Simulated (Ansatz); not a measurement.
# Quasi-harmonic thermodynamics of AgC (hypothetical, Fm-3m), part 2 of 3

How much does AgC (hypothetical) expand with temperature? The crystal structure is hypothetical: it was made by swapping elements on a known structure type.

Ansatz 0.2.0; DFT PBEsol, scalar-relativistic, plane waves, PAW.

So far. Step 2 (A first coarse run): The start is under -22 GPa at this level and looks like a metal on this mesh.

### Step 4. Relaxation

The vibrations must be taken about the equilibrium of this functional, not about the starting cell, so the structure is relaxed.

Contents of input.yaml:

```yaml
crystal:
  lattice:
    - [0.0, 2.2862901059, 2.2862901059]
    - [2.2862901059, 0.0, 2.2862901059]
    - [2.2862901059, 2.2862901059, 0.0]
  atoms:
    - { symbol: Ag, position: [0.0, 0.0, 0.0] }
    - { symbol: C, position: [0.5, 0.5, 0.5] }
kpoints:
  mp_grid: { grid: [16, 16, 16] }
hamiltonian:
  xc: pbesol
scf:
  occupations: { method: gaussian, width: 0.1 }
output:
  forces: true
  stress: true
  eigenvalues: true
  write_density: true
  write_potential: true
  elf: true
  volumetric_format: npy
relax:
  adjacent_minimum: "off"
  f_tol: 0.005
  max_steps: 80
  cell: { stress_tol: 0.05 }
```

Command:

```
> ansatz run input.yaml --threads 4 --pin off --max-ram 8192MiB --backend cpu --events-out ev --progress --plain --runs-dir out
```

Numbers of over 12 decimals in the logs are rounded to 6 here.

Output:

```text
[...]
Crystal: 2 atoms, lattice volume = 23.901 Å³
Basis set: ecut = 420 eV, 459 PW (Γ), exchange–correlation on 48×48×48 points (8 copies of the dense FFT grid, shifted against one another)
Bands: 16, of which v1, the nominal top of the filled ones, is band 12 counted from 1 (11 counted from 0)
Symmetry: 48 space group operations
[...]
k-points: 145 of 4096
[...]
SCF iter   1: F=—  HF=-7764.625705 eV  |F-HF|=—  |Δ(HF+E_count)|=         —  Δρ=8.75e-3  dr2=1.52e-2  ethr=1.77e-3  ⟨swp⟩=4.0  Hψ=9888  notcnv=0
[...]
SCF iter   6: F=-7764.621412 eV  HF=-7764.621412 eV  |F-HF|=1.00e-11  |Δ(HF+E_count)|=   1.46e-9  Δρ=4.05e-7  dr2=2.14e-11  ethr=3.98e-11  ⟨swp⟩=5.5  Hψ=12224  notcnv=0
SCF 1 converged in 6 iterations: F = -7764.621412 eV  dr2 = 2.14e-11
[...]
relax step   1: F+E_penalty+E_count = -7764.62141237 eV  Δ(F+E_penalty+E_count) = +0.000e0 eV  max|allowed force component| = 3.024e-30 eV/Å  Δτ_max = 0.0000 Å  P = -0.531 GPa  Ω = 23.901 Å³  (6 SCF iters, dr2 threshold 1.00e-7 eV, accepted)
Crystal: 2 atoms, lattice volume = 23.823 Å³
[...]
SCF iter   6: F=-7764.621645 eV  HF=-7764.621645 eV  |F-HF|=9.09e-13  |Δ(HF+E_count)|=  1.00e-11  Δρ=9.39e-8  dr2=1.16e-12  ethr=1.00e-12  ⟨swp⟩=3.7  Hψ=9562  notcnv=0
SCF 2 converged in 6 iterations: F = -7764.621645 eV  dr2 = 1.16e-12
relax step   2: F+E_penalty+E_count = -7764.62164480 eV  Δ(F+E_penalty+E_count) = -2.324e-4 eV  max|allowed force component| = 1.499e-29 eV/Å  Δτ_max = 0.0000 Å  P = -0.007 GPa  Ω = 23.823 Å³  energy of the carried Pulay correction = +1.000e-4 eV  (6 SCF iters, dr2 threshold 2.00e-7 eV, accepted)
[...]
SCF iter   8: F=-7764.621539 eV  HF=-7764.621539 eV  |F-HF|=0.00e0  |Δ(HF+E_count)|=  9.09e-13  Δρ=1.56e-11  dr2=5.38e-20  ethr=1.00e-12  ⟨swp⟩=1.0  Hψ=5220  notcnv=0
SCF 3 converged in 8 iterations: F = -7764.621539 eV  dr2 = 5.38e-20
relax step   3: F+E_penalty+E_count = -7764.62153911 eV  Δ(F+E_penalty+E_count) = +1.057e-4 eV  max|allowed force component| = 9.992e-30 eV/Å  Δτ_max = 0.0000 Å  P = -0.010 GPa  Ω = 23.823 Å³  stress off target by 1.05e-2 GPa  SCF on the basis re-selected at this cell (its energy is not comparable with the rows above)  (8 SCF iters)
[...]
SCF converged after 8 iterations
Free energy (F): -7764.621539 eV
[...]
Internal energy: -7764.614289 eV  (E = F + TS)
E sigma→0 (E₀):  -7764.617914 eV
Entropy (-TS):   -0.007250 eV (-3.625 meV/atom)
Fermi energy:    15.344500 eV
[...]
--- Stress (GPa, compression-positive) ---
       -0.010495       0.000000       0.000000
        0.000000      -0.010495       0.000000
        0.000000      -0.000000      -0.010495
  P = ⅓ Tr σ = -0.0105 GPa (-0.105 kbar)
--- Band table (eV; the first three rows and the last of 145) ---
  k-point 0: bands = [... 8 lower, 10.4093, 10.4093, 15.8508, 15.8508, 15.8508, 21.6209, 28.6440, 32.1999]
  k-point 1: bands = [... 8 lower, 10.3520, 10.3520, 15.6523, 15.9708, 15.9708, 21.8265, 28.4480, 32.0177]
  k-point 2: bands = [... 8 lower, 10.3269, 10.3269, 15.1586, 16.3003, 16.3003, 22.3301, 27.8536, 31.4589]
  k-point 144: bands = [... 8 lower, 11.3849, 13.2187, 13.3415, 13.3415, 14.8414, 24.1769, 26.5199, 26.5199]
--- Relaxed structure (2 steps of the walk, 2 accepted, 1 SCFs on fresh bases) ---
[...]
cell:  # Å, volume = 23.8229 Å³
    - [0, 2.283782, 2.283782]
    - [2.283782, 0, 2.283782]
    - [2.283782, 2.283782, 0]
  atoms:
    - { symbol: Ag, position: [0, 0, 0] }
    - { symbol: C, position: [0.500000, 0.500000, 0.500000] }
```

Run time: 2.5 s. Hardware: 4 threads of Arm Neoverse V2, shared host; peak memory 0.35 GiB.

Step by step:

| step | energy less that of the first step (eV) | largest force component (eV/Å) | pressure (GPa) | volume (Å³) |
| --- | --- | --- | --- | --- |
| 1 | 0.0000 | 0.0000 | -0.53 | 23.90 |
| 2 | -0.0002 | 0.0000 | -0.01 | 23.82 |
| 3* | -0.0001 | 0.0000 | -0.01 | 23.82 |

Relaxation steps marked * repeat the geometry before them on a plane-wave basis chosen anew for their cell, so energy and pressure can jump there.

Forces are held to the 48 operations that the run works with; a distortion that breaks them can't arise in this run.

| conventional cell, symmetrised | before | after | change |
| --- | --- | --- | --- |
| a (Å) | 4.573 | 4.568 | -0.1 % |
| b (Å) | 4.573 | 4.568 | -0.1 % |
| c (Å) | 4.573 | 4.568 | -0.1 % |
| volume (Å³/atom) | 11.95 | 11.91 | -0.3 % |

The relaxed structure:

```xyz
2
Lattice="0.0000 2.2838 2.2838 2.2838 0.0000 2.2838 2.2838 2.2838 0.0000" Properties=species:S:1:pos:R:3 pbc="T T T"
Ag    0.0000    0.0000    0.0000
C     2.2838    2.2838    2.2838
```

This step gave:

```yaml
pressure: -0.01049 GPa
volume_per_atom: 11.91 Å³
```

Valence density in the ac plane of the conventional cell at fractional y = 0.000, with atoms of Ag and C within 0.2 Å of it. It is the smooth field of the valence electrons, not physical close to the nuclei.

Ten even steps from '0' (0 e/Å³) to '9' (19 e/Å³), each cell a mean:
```
84100000000026
31000000000002
00000000000000
00000000000000
00000011000000
00000145300000
00000389510000
00000268410000
00000023100000
00000000000000
00000000000000
10000000000001
53000000000014
95100000000038
```
Columns run along a (4.6 Å), rows up along c (4.6 Å), edges of the conventional cell, whose origin can differ from the input's. Atoms in or near the plane, at fractional coordinates: Ag at (0.00, 0.00), Ag at (0.50, 0.50), C at (0.50, 0.00), C at (0.00, 0.50).

Electrostatic potential energy in the ac plane of the conventional cell at fractional y = 0.000, with atoms of Ag and C within 0.2 Å of it. With pseudopotentials it is smooth inside the atoms' cores, unlike the true potential.

Ten even steps from '_' (-50 eV) to '@' (17 eV), each cell a mean:
```
--==**%%@@**..__--%%@@##==--
==++##@@@@%%**++##@@@@%%**==
##%%@@@@@@@@@@@@@@@@@@@@%%##
@@@@@@@@@@@@%%%%@@@@@@@@@@@@
%%@@@@@@@@##**++**%%@@@@@@%%
::++@@@@%%++==--==**@@@@##--
__::%%@@##==--::--++%%@@++__
__--%%@@##==----==**%%@@**..
++##@@@@%%**====++##@@@@%%**
@@@@@@@@@@%%####%%@@@@@@@@@@
%%@@@@@@@@@@@@@@@@@@@@@@@@%%
++**%%@@@@@@%%%%@@@@@@@@##**
--==**@@@@##--::++@@@@%%++==
::--++%%@@++____::%%@@##==--
```
Columns run along a (4.6 Å; values clipped at the 3rd and 97th percentile), rows up along c (4.6 Å), edges of the conventional cell, whose origin can differ from the input's. Atoms in or near the plane, at fractional coordinates: Ag at (0.00, 0.00), Ag at (0.50, 0.50), C at (0.50, 0.00), C at (0.00, 0.50).

ELF in the ac plane of the conventional cell at fractional y = 0.000, with atoms of Ag and C within 0.2 Å of it. It is the smooth field of the valence electrons, not physical close to the nuclei.

Values, 14 rows by 14 columns, each cell a mean:
```
0.75 0.62 0.39 0.24 0.56 0.75 0.49 0.37 0.68 0.72 0.34 0.28 0.51 0.71
0.53 0.47 0.29 0.20 0.43 0.70 0.75 0.75 0.76 0.60 0.27 0.22 0.40 0.51
0.29 0.25 0.18 0.15 0.25 0.43 0.56 0.58 0.50 0.33 0.17 0.15 0.22 0.28
0.37 0.32 0.23 0.14 0.15 0.20 0.24 0.25 0.22 0.17 0.13 0.17 0.27 0.34
0.74 0.67 0.48 0.23 0.18 0.29 0.39 0.40 0.36 0.23 0.17 0.33 0.60 0.72
0.60 0.73 0.67 0.32 0.25 0.47 0.62 0.65 0.56 0.36 0.22 0.50 0.76 0.68
0.19 0.60 0.74 0.37 0.29 0.53 0.75 0.82 0.65 0.40 0.25 0.58 0.75 0.37
0.37 0.68 0.72 0.34 0.28 0.51 0.71 0.75 0.62 0.39 0.24 0.56 0.75 0.49
0.75 0.76 0.60 0.27 0.22 0.40 0.51 0.53 0.47 0.29 0.20 0.43 0.70 0.75
0.58 0.50 0.33 0.17 0.15 0.22 0.28 0.29 0.25 0.18 0.15 0.25 0.43 0.56
0.25 0.22 0.17 0.13 0.17 0.27 0.34 0.37 0.32 0.23 0.14 0.15 0.20 0.24
0.40 0.36 0.23 0.17 0.33 0.60 0.72 0.74 0.67 0.48 0.23 0.18 0.29 0.39
0.65 0.56 0.36 0.22 0.50 0.76 0.68 0.60 0.73 0.67 0.32 0.25 0.47 0.62
0.82 0.65 0.40 0.25 0.58 0.75 0.37 0.19 0.60 0.74 0.37 0.29 0.53 0.75
```
Columns run along a (4.6 Å), rows up along c (4.6 Å), edges of the conventional cell, whose origin can differ from the input's. Atoms in or near the plane, at fractional coordinates: Ag at (0.00, 0.00), Ag at (0.50, 0.50), C at (0.50, 0.00), C at (0.00, 0.50).

### Step 5. Relaxing to small residual forces and stress

The thresholds are tightened for a last relaxation ahead of the phonons, and where mesh or smearing change with them the cell follows.

Contents of input.yaml:

```yaml
crystal:
  lattice:
    - [0.0, 2.2837820029, 2.2837820029]
    - [2.2837820029, 0.0, 2.2837820029]
    - [2.2837820029, 2.2837820029, 0.0]
  atoms:
    - { symbol: Ag, position: [0.0, 0.0, 0.0] }
    - { symbol: C, position: [0.5, 0.5, 0.5] }
kpoints:
  mp_grid: { grid: [16, 16, 16] }
hamiltonian:
  xc: pbesol
scf:
  occupations: { method: methfessel_paxton, width: 0.15 }
output:
  forces: true
  stress: true
  eigenvalues: true
relax:
  adjacent_minimum: "off"
  f_tol: 0.001
  max_steps: 60
  cell: { stress_tol: 0.01 }
```

Output:

```text
[...]
Crystal: 2 atoms, lattice volume = 23.823 Å³
Basis set: ecut = 420 eV, 459 PW (Γ), exchange–correlation on 48×48×48 points (8 copies of the dense FFT grid, shifted against one another)
Bands: 16, of which v1, the nominal top of the filled ones, is band 12 counted from 1 (11 counted from 0)
Symmetry: 48 space group operations
[...]
k-points: 145 of 4096
[...]
k-point 144: bands = [... 8 lower, 11.3878, 13.2220, 13.3442, 13.3442, 14.8444, 24.1811, 26.5237, 26.5237]
--- Relaxed structure (2 steps of the walk, 2 accepted, 1 SCFs on fresh bases) ---
[...]
cell:  # Å, volume = 23.8194 Å³
    - [0, 2.283673, 2.283673]
    - [2.283673, 0, 2.283673]
    - [2.283673, 2.283673, 0]
  atoms:
    - { symbol: Ag, position: [0, 0, 0] }
    - { symbol: C, position: [0.5, 0.5, 0.5] }
[key lines of the parts left out:]
SCF converged after 4 iterations
Free energy (F): -7764.618565 eV
Fermi energy:    15.348146 eV
P = ⅓ Tr σ = -0.0010 GPa (-0.010 kbar)
```

Elapsed: 2.2 s, on 4 threads; peak memory 0.35 GiB; 7.4 s of CPU time.

Little changed from the start: no atom moved by 0.005 Å and no cell edge by 0.1 %.

This step gave:

```yaml
pressure: -0.001045 GPa
```

The residual pressure is -0.0010 GPa, small enough for phonons.

### Step 6. A faulty attempt

This input was changed on purpose, to see how the program answers.

Contents of input.yaml:

```yaml
crystal:
  lattice:
    - [0.0, 2.2836725969, 2.2836725969]
    - [2.2836725969, 0.0, 2.2836725969]
    - [2.2836725969, 2.2836725969, 0.0]
  atoms:
    - { symbol: Ag, position: [0.0, 0.0, 0.0] }
    - { symbol: C, position: [0.5, 0.5, 0.5] }
kpoints:
  mp_grid: { grid: [17, 17, 17] }
hamiltonian:
  xc: pbesol
scf:
  occupations: { method: methfessel_paxton, width: 0.15 }
  max_iter: 50
output:
  eigenvalues: true
phonons:
  supercell: [2, 2, 2]
  thermal_expansion: {}
```

Output:

```text
Error: 3 input errors — fix all and re-run
  1. invalid value for `phonons.supercell`: axis 0: the count 2 must divide kpoints.mp_grid.grid dimension 17 — the displaced supercells solve the k-mesh folded onto them, whose points must be the deck's own; the next dimension that the batch's repeats divide is 18
  2. invalid value for `phonons.supercell`: axis 1: the count 2 must divide kpoints.mp_grid.grid dimension 17 — the displaced supercells solve the k-mesh folded onto them, whose points must be the deck's own; the next dimension that the batch's repeats divide is 18
  3. invalid value for `phonons.supercell`: axis 2: the count 2 must divide kpoints.mp_grid.grid dimension 17 — the displaced supercells solve the k-mesh folded onto them, whose points must be the deck's own; the next dimension that the batch's repeats divide is 18
```

Elapsed: 0.02 s, on 4 threads; peak memory 0.031 GiB.

The program refused the input before any cycle.

The program's message: “Error: 3 input errors — fix all and re-run
  1. invalid value for `phonons.supercell`: axis 0: the count 2 must divide kpoints.mp_grid.grid dimension 17 — the displaced supercells solve the k-mesh fol …”

The fault put into the input: a k mesh that the supercell doesn't divide.

### Step 7. Phonons on strained cells, q-mesh 2×2×2

The study relaxes the crystal at several strains, solves the phonons on some of them and minimises the free energy at each temperature (static energy, vibrations, the electrons in a metal, and PV under a set pressure); the q-mesh sets how far the force constants reach.

input.yaml, the sections that differ from step 6:

```yaml
kpoints:
  mp_grid: { grid: [16, 16, 16] }
scf:
  occupations: { method: methfessel_paxton, width: 0.15 }
phonons:
  method: dfpt
  qmesh: [2, 2, 2]
  temperatures: { t_max: 800.0, t_step: 50 }
  thermal_expansion: {}
# crystal, hamiltonian, output: as in step 6
```

Output:

```text
The last accepted step is kept in <dir> (removed where the run ends without a failure and the disk answers)
Engine: ansatz 0.2.0, aarch64-unknown-linux-gnu
Pseudopotentials: kind: paw
Pseudopotential: Ag, paw, valence charge 19, recommended cutoff 420 eV (normal), Ag.paw.azcp
Pseudopotential: C, paw, valence charge 4, recommended cutoff 420 eV (normal), C.paw.azcp
Functional definition: PBEsol
  exchange = pbesol_x
  correlation = pbesol_c
Crystal: 2 atoms, lattice volume = 23.819 Å³
Basis set: ecut = 487.2 eV, 561 PW (Γ), exchange–correlation on 48×48×48 points (8 copies of the dense FFT grid, shifted against one another)
Bands: 16, of which v1, the nominal top of the filled ones, is band 12 counted from 1 (11 counted from 0)
Symmetry: 48 space group operations
Space group: Fm-3m (ITA 225), of the structure as read, at distance tolerance 2.9e-5 Å
k-points: 145 of 4096
Non-local potential: Ag, projectors of the file, l = 0: 3, l = 1: 2, l = 2: 2, l = 3: 1
Non-local potential: C, projectors of the file, l = 0: 2, l = 1: 2, l = 2: 1
PAW form: soft (Blöchl's): semilocal exchange-correlation on the pseudo side does not see the compensation charge
PAW frozen core: Ag, regenerated for the run's functional, and the local potential with it (the file was generated under x = pbe(κ = 0.804, μ = 0.219515), c = pbe(β = 0.066725))
PAW frozen core: C, regenerated for the run's functional, and the local potential with it (the file was generated under x = pbe(κ = 0.804, μ = 0.219515), c = pbe(β = 0.066725))
PAW one-centre angular grid: Ag, 590 points (default); XC on 64 Gauss nodes
PAW one-centre angular grid: C, 110 points (default); XC on 64 Gauss nodes
Initial density: superposition of atomic densities (neutral atoms: chi_scale 0, normalization atom), corrected by the library's trained network
Initial wavefunctions: pseudopotential atomic-orbital guess
Functional: x = pbesol(κ = 0.804, μ = 0.123457), c = pbesol(β = 0.046)
SCF iter   1: F=—  HF=-7764.626231 eV  |F-HF|=—  |Δ(HF+E_count)|=         —  Δρ=8.85e-3  dr2=1.54e-2  ethr=1.77e-3  ⟨swp⟩=4.1  Hψ=9831  notcnv=0
preconditioner: auto → none  [metal: Δε(μ)=0.006 eV  Ē_g=12.500 eV  σ=0.150 eV  W_gap=0.03  n_scr=8 (ndim 8)  ℏωp=29.5 eV  f_vac=0.000  D(μ)=1.46/eV (n_scr^D=14)  sad-step TF]
SCF iter   2: F=—  HF=-7764.622893 eV  |F-HF|=—  |Δ(HF+E_count)|=   3.34e-3  S|Δr|=    0.00e0  Δρ=3.96e-3  dr2=3.20e-3  ethr=6.70e-5  ⟨swp⟩=1.3  Hψ=3707  notcnv=0
SCF iter   3: F=—  HF=-7764.621922 eV  |F-HF|=—  |Δ(HF+E_count)|=   9.71e-4  S|Δr|=    0.00e0  Δρ=4.29e-4  dr2=2.34e-5  ethr=1.39e-5  ⟨swp⟩=2.0  Hψ=3217  notcnv=0
SCF iter   4: F=—  HF=-7764.621914 eV  |F-HF|=—  |Δ(HF+E_count)|=   8.14e-6  S|Δr|=    0.00e0  Δρ=4.18e-5  dr2=2.55e-7  ethr=1.02e-7  ⟨swp⟩=2.7  Hψ=4023  notcnv=0
[...]
E_local      = -2417.791570  (includes V_loc(G=0)·N_el)
  E_nonlocal   = 108.798830
  E_hartree    = 1079.433540
  E_xc         = -229.848504
  E_vxc        = -291.719642  (∫ρ·V_xc dr)
  E_paw        = -3926.279507  (= ΣΔE_a)
  E_vpaw       = -412.373500  (= ΣTr[D̂ρ^β])
  E_aug_tail   = 0.000066  (compensation charges beyond the density's cutoff)
  E_ewald      = -2985.852163
  E_core_change = 0.343840  (= ΣΔE_core)
  E_smearing   = -0.001993  (= −TS)
  E_closure    = -0.000000  (closes the sum)
  Σ components = -7764.621921   (vs F -7764.621921, Δ=0.00e0)
--- Forces (eV/Å), atoms counted from 1 ---
  atom   1  Ag    -0.00000000     0.00000000     0.00000000
  atom   2  C      0.00000000    -0.00000000    -0.00000000
  max |Σ_I F_I| component: 4.08e-30 eV/Å
--- Stress (GPa, compression-positive) ---
       -0.001546      -0.000000      -0.000000
       -0.000000      -0.001546       0.000000
       -0.000000       0.000000      -0.001546
  P = ⅓ Tr σ = -0.0015 GPa (-0.015 kbar)
--- Band table (eV; the first three rows and the last of 145) ---
  k-point 0: bands = [... 8 lower, 10.4112, 10.4112, 15.8520, 15.8520, 15.8520, 21.6260, 28.6452, 32.2033]
  k-point 1: bands = [... 8 lower, 10.3540, 10.3540, 15.6546, 15.9723, 15.9723, 21.8315, 28.4498, 32.0208]
  k-point 2: bands = [... 8 lower, 10.3288, 10.3288, 15.1609, 16.3021, 16.3021, 22.3348, 27.8555, 31.4621]
  k-point 144: bands = [... 8 lower, 11.3870, 13.2217, 13.3436, 13.3436, 14.8437, 24.1794, 26.5218, 26.5218]
── thermal expansion: 3 new cells, 3 in all ──
thermal expansion: relaxation of cell 2
thermal expansion: relaxation of cell 3
── thermal expansion: 2 new cells, 5 in all ──
thermal expansion: relaxation of cell 4
thermal expansion: lower-state search of cell 4
thermal expansion: electrons of cell 4
thermal expansion: phonons of cell 4
WARN: thermal expansion, phonons of cell 4: eigensolver did not converge (k=1): 1 band(s) unlocked after 20 sweeps at ethr=1.00e-12 eV (lowest unlocked band 15, counted from 0; max residual 1.83e-4 eV among the unlocked bands, 1.83e-4 eV over every band)
WARN: thermal expansion: eigensolver_not_converged in the phonons of 1 cell: 4
WARN: thermal expansion: vibrations_at_or_below_zero in the phonons of 1 cell: 4
this run last wrote the structure of step 1 to <dir>
--- Relaxed structure (1 steps of the walk, 1 accepted, 0 SCFs on fresh bases) ---
  F+E_penalty+E_count = -7764.62192068 eV   max|allowed force component| = 2.958e-30 eV/Å
  atoms:
    - { symbol: Ag, position: [0.0, 0.0, 0.0] }
    - { symbol: C, position: [0.5, 0.5, 0.5] }
--- Thermal expansion: 5 cells in 2 rounds, 0 GPa ---
  no lower state was reached at cell 4; its state was not examined: fill_not_monotonic
  not told: vibrations stand at or below zero in cell 4 (0.375 modes a cell, the lowest at -76.2 cm⁻¹): the crystal is at no minimum there, or its k-points are too few: type the crystal that it becomes, another pressure, or a denser kpoints.mp_grid, in a new run
  eigensolver_not_converged in the phonons of 1 cell: 4
  vibrations_at_or_below_zero in the phonons of 1 cell: 4
Error: vibrations stand at or below zero in cell 4 (0.375 modes a cell, the lowest at -76.2 cm⁻¹): the crystal is at no minimum there, or its k-points are too few: type the crystal that it becomes, another pressure, or a denser kpoints.mp_grid, in a new run
[key lines of the parts left out:]
SCF converged after 6 iterations
Free energy (F): -7764.621921 eV
Fermi energy:    15.347520 eV
```

The job ended after 67 s (4 threads; peak memory 1.4 GiB).

The run ended with an error.

The program's message: “vibrations stand at or below zero in cell 4 (0.375 modes a cell, the lowest at -76.2 cm⁻¹): the crystal is at no minimum there, or its k-points are too few: type the crystal that it becomes, another p …”

(Part 2 of 3 ends here.)

[Logs are printed without paths, hosts, clocks, repeated set-up lines and the standing remarks that a program may print on its own settings, such as how far it seeks lower states.]

[Hosts, paths, dates, database ids (printed as entryN), source tags and the programs' standing remarks are cut or masked in the printed files.]

[A step with changed settings may run another functional than the one named; its input shows which.]
